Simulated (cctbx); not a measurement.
## Interatomic vectors of Pr5Ti3

Space group P6_3/mcm (no. 193), a = 8.8690 Å, b = 8.8690 Å, c = 6.8180 Å, α = 90.00°, β = 90.00°, γ = 120.00°, content Pr10 Ti6.

The data are simulated with cctbx, not measured: Cu Kα, λ = 1.54184 Å, to d = 0.83 Å, 95 % of the full sphere, strongest reflection 5000 counts, noise from counting, a 4 % proportional error and a noise floor of 4 counts (s.d.); no absorption.

Patterson synthesis, origin scaled to 1000:

```text
Patterson group P 6/m m m
      u       v       w   height  length (A)
  0.000   0.000   0.000   1000.0     0.00
  0.000   0.000   0.500    381.8     3.41
  0.333   0.667   0.500    227.2     6.15
  0.333   0.667   0.000    199.7     5.12
  0.080   0.409   0.250    190.2     3.74
  0.253   0.506   0.000    186.9     5.84
  0.000   0.253   0.500    186.1     4.08
  0.000   0.500   0.500    180.6     5.59
  0.000   0.142   0.500     65.7     3.63
  0.135   0.384   0.000     49.5     2.99
  0.000   0.352   0.000     47.3     3.13
  0.193   0.596   0.000     16.9     4.67
  0.000   0.139   0.000     13.4     1.23
  0.063   0.126   0.107     10.8     1.21
```

Q: Assign the vectors.

A peak at u stands for all pairs with xi − xj = u, with weight Σ ZiZj against Σ Z² = 37714 at the origin. Peak heights follow these weights only roughly, since form factors, motion and series ripples differ, all vectors within 0.55 Å of a peak are counted as merged into it though the farther ones add only part of their weight, and F(000) is left out, which lowers the whole map:

| u | v | w | shortest length (Å) | height | 1000 ΣZiZj/ΣZ² | pairs in the cell |
| --- | --- | --- | --- | --- | --- | --- |
| 0.000 | 0.000 | 0.500 | 3.41 | 382 | 369 | 4 × Pr–Pr |
| 0.333 | 0.667 | 0.500 | 6.15 | 227 | 185 | 2 × Pr–Pr |
| 0.333 | 0.667 | 0.000 | 5.12 | 200 | 185 | 2 × Pr–Pr |
| 0.080 | 0.409 | 0.250 | 3.74 | 190 | 185 | 2 × Pr–Pr |
| 0.253 | 0.506 | 0.000 | 3.89 | 187 | 185 | 2 × Pr–Pr |
| 0.000 | 0.253 | 0.500 | 4.08 | 186 | 197 | 2 × Pr–Pr, 1 × Ti–Ti |
| 0.000 | 0.500 | 0.500 | 5.59 | 181 | 185 | 2 × Pr–Pr |
| 0.000 | 0.142 | 0.500 | 3.63 | 66 | 69 | 2 × Pr–Ti |
| 0.135 | 0.384 | 0.000 | 2.99 | 50 | 69 | 2 × Pr–Ti |
| 0.000 | 0.352 | 0.000 | 3.12 | 47 | 69 | 2 × Pr–Ti |

The table stops at ten peaks or at a height of 45, below which ripples compete. In the model behind the data Pr, the heaviest element, has 2 independent sites: (0, 0.7460, 3/4) and (2/3, 1/3, 0), up to an allowed shift of origin; the Pr–Pr vectors are differences of these positions and their symmetry mates. The whole model:

| atom | mult. | x | y | z | Ueq (Å²) |
| --- | --- | --- | --- | --- | --- |
| Pr1 | 6 | 0 | 0.7460 | 3/4 | 0.0135 |
| Pr2 | 4 | 2/3 | 1/3 | 0 | 0.0135 |
| Ti1 | 6 | 0 | 0.3946 | 3/4 | 0.0168 |

The model was made for the exercise: a known structure type with other elements put in, its volume estimated, not relaxed; displacement parameters are assumed.

[Logs are printed without paths, hosts, clocks, repeated set-up lines and the standing remarks that a program may print on its own settings, such as how far it seeks lower states.]
